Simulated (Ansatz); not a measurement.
# La3TlC (Pm-3m): Grüneisen parameters, part 2 of 2

Wanted: mode Grüneisen parameters of La3TlC (Pm-3m).

Ansatz 0.2.0; DFT PBEsol, scalar-relativistic, plane waves, PAW; PAW set soft_1.

So far, highest frequency on the path or at a solved wavevector (cm⁻¹): step 2 (phonons on a q mesh) 384.

## Step 4: Phonons at the other volume, volume ratio 0.97

The phonons are repeated at this volume on the same k and q meshes.

Input file input.yaml:

```yaml
crystal:
  lattice:
    - [5.1109505919, 0.0, 0.0]
    - [0.0, 5.1109505919, 0.0]
    - [0.0, 0.0, 5.1109505919]
  atoms:
    - { symbol: La, position: [0.5, 0.0, 0.5] }
    - { symbol: La, position: [0.0, 0.5, 0.5] }
    - { symbol: La, position: [0.5, 0.5, 0.0] }
    - { symbol: Tl, position: [0.0, 0.0, 0.0] }
    - { symbol: C, position: [0.5, 0.5, 0.5] }
kpoints:
  mp_grid: { grid: [8, 8, 8] }
hamiltonian:
  xc: pbesol
  pseudopotentials: { kind: paw, azcp: { folder: soft_1 }, xc_functional: pbe }
scf:
  occupations: { method: methfessel_paxton, width: 0.2 }
output:
  eigenvalues: true
phonons:
  method: dfpt
  qmesh: [2, 2, 2]
  temperatures: { t_max: 1000, t_step: 50 }
  qpath:
    path:
      - [[0.0, 0.0, 0.0], [0.0, 0.5, 0.0], [0.5, 0.5, 0.0], [0.0, 0.0, 0.0], [0.5, 0.5, 0.5], [0.0, 0.5, 0.0]]
      - [[0.5, 0.5, 0.5], [0.5, 0.5, 0.0]]
    npoints: 10
```

The run is started by

```console
> ansatz run input.yaml --threads 4 --pin off --max-ram 10240MiB --backend cpu --events-out ev --progress --plain --runs-dir out
```

Numbers of over 12 decimals in the logs are rounded to 6 here.

What it wrote:

```text
[...]
Crystal: 5 atoms, lattice volume = 133.507 Å³
Basis set: ecut = 420 eV, 2553 PW (Γ), exchange–correlation on 72×72×72 points (8 copies of the dense FFT grid, shifted against one another)
Bands: 30, of which v1, the nominal top of the filled ones, is band 25 counted from 1 (24 counted from 0)
Symmetry: 48 space group operations
k-points: 35 of 512
[...]
SCF iter   1: F=—  HF=-30032.877996 eV  |F-HF|=—  |Δ(HF+E_count)|=         —  Δρ=5.45e-2  dr2=1.23e1  ethr=3.10e-3  ⟨swp⟩=4.9  Hψ=4435  notcnv=0
[...]
SCF iter  12: F=-30030.199871 eV  HF=-30030.199871 eV  |F-HF|=0.00e0  |Δ(HF+E_count)|=  3.64e-11  S|Δr|=    0.00e0  Δρ=6.59e-8  dr2=6.70e-12  ethr=1.00e-12  ⟨swp⟩=15.4  Hψ=8615  notcnv=0
SCF 1 converged in 12 iterations: F = -30030.199871 eV  dr2 = 6.70e-12
[...]
SCF iter   6: F=-30030.199871 eV  HF=-30030.199871 eV  |F-HF|=3.64e-12  |Δ(HF+E_count)|=  1.82e-11  S|Δr|=    0.00e0  Δρ=3.97e-8  dr2=4.17e-12  ethr=1.00e-12  ⟨swp⟩=2.9  Hψ=2026  notcnv=0
SCF 2 converged in 6 iterations: F = -30030.199871 eV  dr2 = 4.17e-12
[...]
NSCF: frozen V_eff on 35 k-points
[...]
SCF converged after 12 iterations
[...]
Free energy (F): -30030.199871 eV
[...]
Internal energy: -30030.195319 eV  (E = F + TS)
E sigma→0 (E₀):  -30030.198733 eV
Entropy (-TS):   -0.004551 eV (-0.910 meV/atom)
Fermi energy:    11.600238 eV
[...]
--- Band table (eV; the first three rows and the last of 35) ---
  k-point 0: bands = [... 21 lower, 11.0864, 11.1017, 11.1017, 11.7027, 11.7027, 11.7027, 12.7275, 12.7275, ... 6 higher]
  k-point 1: bands = [... 21 lower, 11.0530, 11.1152, 11.2455, 11.3232, 11.7567, 11.7567, 12.5178, 12.6761, ... 6 higher]
  k-point 2: bands = [... 21 lower, 11.0237, 11.0237, 11.1903, 11.6514, 11.6823, 11.6823, 12.5436, 12.8045, ... 6 higher]
  k-point 34: bands = [... 21 lower, 8.3896, 12.0923, 12.0923, 12.0923, 13.1135, 13.1135, 13.1135, 13.2946, ... 6 higher]
[...]
ASR residual: 8.228e-5 → 0.000e0 eV/Å²; symmetrization residual: 1.487e-6 eV/Å²
  ASR residual per site (eV/Å²): 4.09e-5 4.09e-5 4.09e-5 3.60e-6 8.23e-5
[...]
--- Phonons (arbitrary-q DFPT): 4 irreducible q on the 2×2×2 mesh ---
[...]
interpolated dispersion: 62 rows × 15 modes
[...]
```

It took 7.5 min on 4 threads of Arm Neoverse V1, shared host; peak memory 1.9 GiB.

Numbers from this step:

* sum-rule residual before enforcement: 8.23e-5 eV/Å²
* lowest frequency on the path: -146.8 cm⁻¹
* highest frequency on the path or at a solved wavevector: 397.9 cm⁻¹
* highest optical mode at the zone centre (no LO-TO term): 137.5 cm⁻¹
* lowest optical zone-centre mode: -146.8 cm⁻¹
* lowest mode on the q mesh (acoustic modes at Γ apart): -146.8 cm⁻¹

Frequencies (cm⁻¹) solved at each irreducible wavevector; negative means imaginary. Frequencies by wavevector, by row:

| q in reciprocal lattice units | star | mode 1 | mode 2 | mode 3 | mode 4 | mode 13 | mode 14 | mode 15 |
| --- | --- | --- | --- | --- | --- | --- | --- | --- |
| 0 0 0 | 1 | -146.8 | -146.8 | -146.8 | -49.2 | 137.5 | 137.5 | 137.5 |
| 0 0 -0.5 | 3 | -104.7 | -104.7 | 45.3 | 45.3 | 149.2 | 149.2 | 389.8 |
| 0 -0.5 -0.5 | 3 | 14.4 | 57 | 57 | 60.1 | 264.1 | 384.5 | 384.5 |
| -0.5 -0.5 -0.5 | 1 | -26 | -26 | -26 | 51.4 | 397.9 | 397.9 | 397.9 |

The highest optical mode at the zone centre (no LO-TO term) is 137.5 cm⁻¹, +6.6 cm⁻¹ against the base run.

## Step 5: Relaxing at another volume, volume ratio 1.03

The volume is scaled by 1.03 and held; symmetry leaves nothing to relax, so this is a single point. The modes can then be followed against volume.

input.yaml, the sections that differ from step 4:

```yaml
crystal:
  lattice:
    - [5.2142299449, 0.0, 0.0]
    - [0.0, 5.2142299449, 0.0]
    - [0.0, 0.0, 5.2142299449]
  atoms:
    - { symbol: La, position: [0.5, 0.0, 0.5] }
    - { symbol: La, position: [0.0, 0.5, 0.5] }
    - { symbol: La, position: [0.5, 0.5, 0.0] }
    - { symbol: Tl, position: [0.0, 0.0, 0.0] }
    - { symbol: C, position: [0.5, 0.5, 0.5] }
output:
  forces: true
  stress: true
  eigenvalues: true
# kpoints, hamiltonian, scf: as in step 4
# phonons: removed
```

What it wrote:

```text
[...]
Crystal: 5 atoms, lattice volume = 141.765 Å³
Basis set: ecut = 420 eV, 2777 PW (Γ), exchange–correlation on 72×72×72 points (8 copies of the dense FFT grid, shifted against one another)
Bands: 30, of which v1, the nominal top of the filled ones, is band 25 counted from 1 (24 counted from 0)
Symmetry: 48 space group operations
[...]
k-points: 35 of 512
[...]
k-point 0: bands = [... 21 lower, 10.3707, 10.3707, 10.3707, 10.8366, 10.8366, 10.8366, 11.8579, 11.8579, ... 1 higher]
  k-point 1: bands = [... 21 lower, 10.3164, 10.3995, 10.4719, 10.4897, 10.8889, 10.8889, 11.6253, 11.8316, ... 1 higher]
  k-point 2: bands = [... 21 lower, 10.2596, 10.2596, 10.4746, 10.8148, 10.8148, 10.8510, 11.6583, 11.9786, ... 1 higher]
  k-point 34: bands = [... 21 lower, 7.7541, 11.1987, 11.1987, 11.1987, 12.2274, 12.2274, 12.2274, 12.4333, ... 1 higher]
[key lines of the parts left out:]
SCF converged after 9 iterations
Free energy (F): -30030.202097 eV
Fermi energy:    10.784960 eV
P = ⅓ Tr σ = -1.6911 GPa (-16.911 kbar)
```

The job ended after 3.3 s (4 threads; peak memory 0.54 GiB).

Numbers from this step:

* pressure: -1.691 GPa
* volume per atom: 28.35 Å³

The run ends at a pressure of -1.69 GPa.

## Step 6: Phonons at the other volume, volume ratio 1.03

The phonons are repeated at this volume on the same k and q meshes.

Changes to input.yaml since step 5:

```diff
@@ -19,4 +19,11 @@
 output:
-  forces: true
-  stress: true
   eigenvalues: true
+phonons:
+  method: dfpt
+  qmesh: [2, 2, 2]
+  temperatures: { t_max: 1000, t_step: 50 }
+  qpath:
+    path:
+      - [[0.0, 0.0, 0.0], [0.0, 0.5, 0.0], [0.5, 0.5, 0.0], [0.0, 0.0, 0.0], [0.5, 0.5, 0.5], [0.0, 0.5, 0.0]]
+      - [[0.5, 0.5, 0.5], [0.5, 0.5, 0.0]]
+    npoints: 10
```

What it wrote:

```text
[...]
Crystal: 5 atoms, lattice volume = 141.765 Å³
Basis set: ecut = 420 eV, 2777 PW (Γ), exchange–correlation on 72×72×72 points (8 copies of the dense FFT grid, shifted against one another)
Bands: 30, of which v1, the nominal top of the filled ones, is band 25 counted from 1 (24 counted from 0)
Symmetry: 48 space group operations
k-points: 35 of 512
[...]
k-point 34: bands = [... 21 lower, 7.7541, 11.1987, 11.1987, 11.1987, 12.2274, 12.2274, 12.2274, 12.4333, ... 6 higher]
[...]
ASR residual: 6.350e-5 → 0.000e0 eV/Å²; symmetrization residual: 1.691e-6 eV/Å²
  ASR residual per site (eV/Å²): 6.35e-5 6.35e-5 6.35e-5 1.06e-5 4.90e-5
[...]
--- Phonons (arbitrary-q DFPT): 4 irreducible q on the 2×2×2 mesh ---
[...]
interpolated dispersion: 62 rows × 15 modes
[...]
[key lines of the parts left out:]
SCF converged after 12 iterations
Free energy (F): -30030.202097 eV
Fermi energy:    10.784962 eV
```

The job ended after 8 min (4 threads; peak memory 2 GiB; 31 min of CPU time).

Numbers from this step:

- sum-rule residual before enforcement: 6.35e-5 eV/Å²
- lowest frequency on the path: -156.9 cm⁻¹
- highest frequency on the path or at a solved wavevector: 369.4 cm⁻¹
- highest optical mode at the zone centre (no LO-TO term): 128.3 cm⁻¹
- lowest optical zone-centre mode: -156.9 cm⁻¹
- lowest mode on the q mesh (acoustic modes at Γ apart): -156.9 cm⁻¹

Frequencies (cm⁻¹) solved at each irreducible wavevector; negative means imaginary. Frequencies by wavevector, by row:

```
q in reciprocal lattice units  star  mode 1  mode 2  mode 3  mode 4  mode 13  mode 14  mode 15
                        0 0 0     1  -156.9  -156.9  -156.9   -31.6    128.3    128.3    128.3
                     0 0 -0.5     3   -93.1   -93.1    44.1    44.1      115    124.8    365.3
                  0 -0.5 -0.5     3      14    52.3    52.8    52.8    221.9    357.6    357.6
               -0.5 -0.5 -0.5     1   -24.2   -24.2   -24.2    44.1    369.4    369.4    369.4
```

The highest optical mode at the zone centre (no LO-TO term) is 128.3 cm⁻¹, -2.6 cm⁻¹ against the base run.

## Step 7: Grüneisen parameters

The Grüneisen parameter of a mode is minus the logarithmic change of its frequency with volume, −d ln ω / d ln V; weighted by heat capacity it gives the expansion.

This step gave:

| Quantity | Value |
| --- | --- |
| bulk modulus | 60.7 GPa |

The phonon branches at the labelled points (cm⁻¹):

```csv
point,branch 1,branch 2,branch 3,branch 4,branch 12,branch 13,branch 14,branch 15
Γ,-151,-151,-151,-41,58,131,131,131
halfway,-119,-119,22,22,127,127,131,245
X,-97,-97,45,45,130,130,131,378
halfway,34,39,47,50,144,179,261,374
M,14,55,55,56,154,243,371,371
halfway,15,19,36,41,136,139,253,253
Γ,-151,-151,-151,-41,58,131,131,131
halfway,9,33,33,52,150,273,273,273
R,-25,-25,-25,48,185,384,384,384
halfway,25,28,37,53,159,292,292,376
X,-97,-97,45,45,130,130,131,378
jump to R,-25,-25,-25,48,185,384,384,384
halfway,-15,29,29,52,171,320,377,377
M,14,55,55,56,154,243,371,371
```

The same for volume x 0.97:

```csv
point,branch 1,branch 2,branch 3,branch 4,branch 12,branch 13,branch 14,branch 15
Γ,-147,-147,-147,-49,63,138,138,138
X,-105,-105,45,45,137,149,149,390
M,14,57,57,60,159,264,384,384
Γ,-147,-147,-147,-49,63,138,138,138
R,-26,-26,-26,51,191,398,398,398
X,-105,-105,45,45,137,149,149,390
R,-26,-26,-26,51,191,398,398,398
M,14,57,57,60,159,264,384,384
```

The same for volume x 1.03:

| point | branch 1 | branch 2 | branch 3 | branch 4 | branch 12 | branch 13 | branch 14 | branch 15 |
| --- | --- | --- | --- | --- | --- | --- | --- | --- |
| Γ | -157 | -157 | -157 | -32 | 53 | 128 | 128 | 128 |
| X | -93 | -93 | 44 | 44 | 115 | 115 | 125 | 365 |
| M | 14 | 52 | 53 | 53 | 148 | 222 | 358 | 358 |
| Γ | -157 | -157 | -157 | -32 | 53 | 128 | 128 | 128 |
| R | -24 | -24 | -24 | 44 | 178 | 369 | 369 | 369 |
| X | -93 | -93 | 44 | 44 | 115 | 115 | 125 | 365 |
| R | -24 | -24 | -24 | 44 | 178 | 369 | 369 | 369 |
| M | 14 | 52 | 53 | 53 | 148 | 222 | 358 | 358 |

## Step 8: Results

| Quantity | Value |
| --- | --- |
| bulk modulus | 60.7 GPa |

No expansion is given, because modes are imaginary at one volume or more. The highest optical mode at Γ goes from 137 to 128 cm⁻¹ as the cell grows, a Grüneisen parameter of 1.15. Branches are matched by rank, so values near crossings are rough. With no gap, or one that is small against the smearing, the frequencies hang on the k mesh and the smearing, most of all near Kohn anomalies. Spin-orbit coupling is left out, which can matter for the heavy elements here. The PAW files were made for PBE and serve the other functionals too. A phonon run warned that its eigensolver left some bands unconverged in a pass.

[Logs are printed without paths, hosts, clocks, repeated set-up lines and the standing remarks that a program may print on its own settings, such as how far it seeks lower states.]

[Hosts, paths, dates, database ids (printed as entryN), source tags and the programs' standing remarks are cut or masked in the printed files.]
